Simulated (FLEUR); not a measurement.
# Magnetic state of VOs from several starts, part 2 of 2

Wanted: the moments of VOs and the energy of each order that was tried.

FLEUR MaX-R8.1; LDA (VWN); all-electron FLAPW, Dirac cores, scalar-relativistic bands.

So far. Step 4 (Start 3: antiferro q=(1/2,1/2,1/2) +-+-): It ends in the same state without moments as the first start; the 1.0e-4 meV a seeded atom between them is numerical noise. Step 5 (Order 4, typed as antiferro q=(0,1/2,1/2) +-+-): It ends in the same state without moments as the first start; the 9.2e-5 meV a seeded atom between them is numerical noise.

### Step 6. Start 5: no spin polarisation

A spinless run gives the zero against which the gain from the moments is read.

The k list default-1 (kpts.xml, not shown) is a Γ-centred 10×10×10 mesh.

inp.xml

```
<?xml version="1.0" encoding="UTF-8" standalone="no"?>
<fleurInput fleurInputVersion="0.39">
   <comment>
      VOs
   </comment>
   <calculationSetup>
      <cutoffs Kmax="3.6" Gmax="10.8" GmaxXC="10.8" numbands="0"/>
      <scfLoop itmax="90" minDistance="0.00002" maxIterBroyd="15" imix="Anderson" alpha="0.05" precondParam="0.5" spinf="2.0" sdNocoIR="T"/>
      <coreElectrons ctail="T" frcor="F" kcrel="0" coretail_lmax="0"/>
      <xcFunctional name="vwn" relativisticCorrections="F"/>
      <magnetism jspins="1"/>
      <soc l_soc="F" theta="0.0" phi="0.0" spav="F"/>
      <expertModes spex="0" secvar="F"/>
      <geometryOptimization l_f="F" forcealpha="1.0" forcemix="BFGS" epsdisp="0.00001" epsforce="0.00001"/>
      <ldaU l_linMix="F" mixParam="0.05" spinf="1.0"/>
   </calculationSetup>
   <cell>
      <bzIntegration valenceElectrons="27.0" mode="hist" fermiSmearingEnergy="0.00293995">
         <kPointListSelection listName="default-1"/>
         <xi:include xmlns:xi="http://www.w3.org/2001/XInclude" href="kpts.xml"> </xi:include>
      </bzIntegration>
      <xi:include xmlns:xi="http://www.w3.org/2001/XInclude" href="sym.xml"> </xi:include>
      <bulkLattice scale="1.0">
         <bravaisMatrix>
            <row-1>    5.7004979198014096     0.0000000000000000     0.0000000000000000</row-1>
            <row-2>    0.0000000000000000     5.7004979198014096     0.0000000000000000</row-2>
            <row-3>    0.0000000000000000     0.0000000000000000     5.7004979198014096</row-3>
         </bravaisMatrix>
      </bulkLattice>
   </cell>
   <atomSpecies>
      <species name="Vanadium (V)" element="V" atomicNumber="23">
         <mtSphere radius="2.41" gridPoints="797" logIncrement="0.015"/>
         <atomicCutoffs lmax="10" lnonsphr="8"/>
         <electronConfig flipSpins="F">
            <coreConfig>(1s1/2) (2s1/2) (2p1/2) (2p3/2)</coreConfig>
            <valenceConfig>(3s1/2) (3p1/2) (3p3/2) (4s1/2) (3d3/2) (3d5/2)</valenceConfig>
            <stateOccupation state="(3d3/2)" spinUp="0.600000" spinDown="0.600000"/>
            <stateOccupation state="(3d5/2)" spinUp="0.900000" spinDown="0.900000"/>
         </electronConfig>
         <energyParameters s="4" p="4" d="3" f="4"/>
         <lo type="SCLO" l="0" n="3" eDeriv="0"/>
         <lo type="SCLO" l="1" n="3" eDeriv="0"/>
      </species>
      <species name="Osmium (Os)" element="Os" atomicNumber="76">
         <mtSphere radius="2.41" gridPoints="797" logIncrement="0.017"/>
         <atomicCutoffs lmax="10" lnonsphr="8"/>
         <electronConfig flipSpins="F">
            <coreConfig>(1s1/2) (2s1/2) (2p1/2) (2p3/2) (3s1/2) (3p1/2) (3p3/2) (4s1/2) (3d3/2) (3d5/2) (4p1/2) (4p3/2) (5s1/2) (4d3/2) (4d5/2) (4f5/2) (4f7/2)</coreConfig>
            <valenceConfig>(5p1/2) (5p3/2) (6s1/2) (5d3/2) (5d5/2)</valenceConfig>
            <stateOccupation state="(5d3/2)" spinUp="1.200000" spinDown="1.200000"/>
            <stateOccupation state="(5d5/2)" spinUp="1.800000" spinDown="1.800000"/>
         </electronConfig>
         <energyParameters s="6" p="6" d="5" f="5"/>
         <lo type="SCLO" l="1" n="5" eDeriv="0"/>
      </species>
   </atomSpecies>
   <atomGroups>
      <atomGroup species="Vanadium (V)">
         <relPos label="                   1">.0000000000 .0000000000 .0000000000</relPos>
         <force calculate="T" relaxXYZ="TTT"/>
      </atomGroup>
      <atomGroup species="Osmium (Os)">
         <relPos label="                   2">1.000/2.000 1.000/2.000 1.000/2.000</relPos>
         <force calculate="T" relaxXYZ="TTT"/>
      </atomGroup>
   </atomGroups>
   <output dos="F" band="F" slice="F">
      <bandDOS minEnergy="-.5*Htr" maxEnergy="0.5*Htr" sigma="0.015" storeEVData="T"/>
      <plotting iplot="0" polar="F">
         <plot TwoD="T" vec1="  1.0  0.0  0.0" vec2="  0.0  1.0  0.0" vec3="  0.0  0.0  1.0" zero="  0.0  0.0  0.0" file="plot"/>
      </plotting>
      <moessbauerParams electricFieldGradient="F" isomerShift="F" coreHyperfine="F" valenceHyperfine="F"/>
   </output>
</fleurInput>
```

crystal.txt

```
VOs
&input film=F cartesian=F /
3.01657359000  0.00000000000  0.00000000000
0.00000000000  3.01657359000  0.00000000000
0.00000000000  0.00000000000  3.01657359000
1.8897261246
1.0 1.0 1.0

2
23 0.00000000000  0.00000000000  0.00000000000
76 0.50000000000  0.50000000000  0.50000000000

&kpt div1=10 div2=10 div3=10 gamma=T /
```

Started as:

```console
> OMP_NUM_THREADS=1 inpgen -f crystal.txt > inpgen.log  # inp.xml is then edited as shown
> OMP_NUM_THREADS=1 mpirun -n 2 fleur_MPI > fleur.log
```

The job ended after 9.3 s (2 MPI ranks of Arm Neoverse V2, shared host; peak memory 0.1 GiB).

Numbers from this step:

* free energy: -495781.2392 eV
* program's band gap on this mesh (in a metal only a level spacing): 0.04542 eV
* final state: non-magnetic (no spin polarisation)

It ends in the same state without moments as the first start; the 5.4e-6 meV a seeded atom between them is numerical noise.

### Step 7. Energies of the orders

Free energies are divided by the number of seeded atoms, so that cells of unlike size compare. Wavevectors q in the names are fractions of the primitive cell's reciprocal vectors.

Orders:

```
                         start   final state  typed order kept  energy over the lowest (meV a seeded atom)  largest sphere moment (μB)  net moment (μB a primitive cell)  mesh matched  CPU time (s)
                      ferro ++  non-magnetic                no                                           0                           0                                 0           yes         65.32
    antiferro q=(0,0,1/2) +-+-  non-magnetic                no                                           0                           0                                 0           yes         392.5
antiferro q=(1/2,1/2,1/2) +-+-  non-magnetic                no                                     1.03e-4                           0                                 0           yes         404.4
  antiferro q=(0,1/2,1/2) +-+-  non-magnetic                no                                     9.39e-5                           0                                 0           yes         815.6
          no spin polarisation  non-magnetic                 -                                           0                           0                                 0           yes         18.38
```

### Step 8. Results

```json
{
  "lowest state found": "non-magnetic (typed antiferro q=(0,0,1/2) +-+-)",
  "largest site spin moment": "0 μB"
}
```

**Reading.** The lowest state carries no moment above 0.15 μB, and no start kept one. This is the lowest of 5 finished starts, no proof of the ground state.

[Logs and program files are shortened in this print: banners, set-up blocks, solver, clock and traceback lines can be left out without a mark of their own.]

[Logs are printed without paths, hosts, clocks, repeated set-up lines and the standing remarks that a program may print on its own settings, such as how far it seeks lower states.]

[Hosts, paths, dates, database ids (printed as entryN), source tags and the programs' standing remarks are cut or masked in the printed files.]

[Where a cell is said to come from a database of computed structures, the database is the Materials Project.]
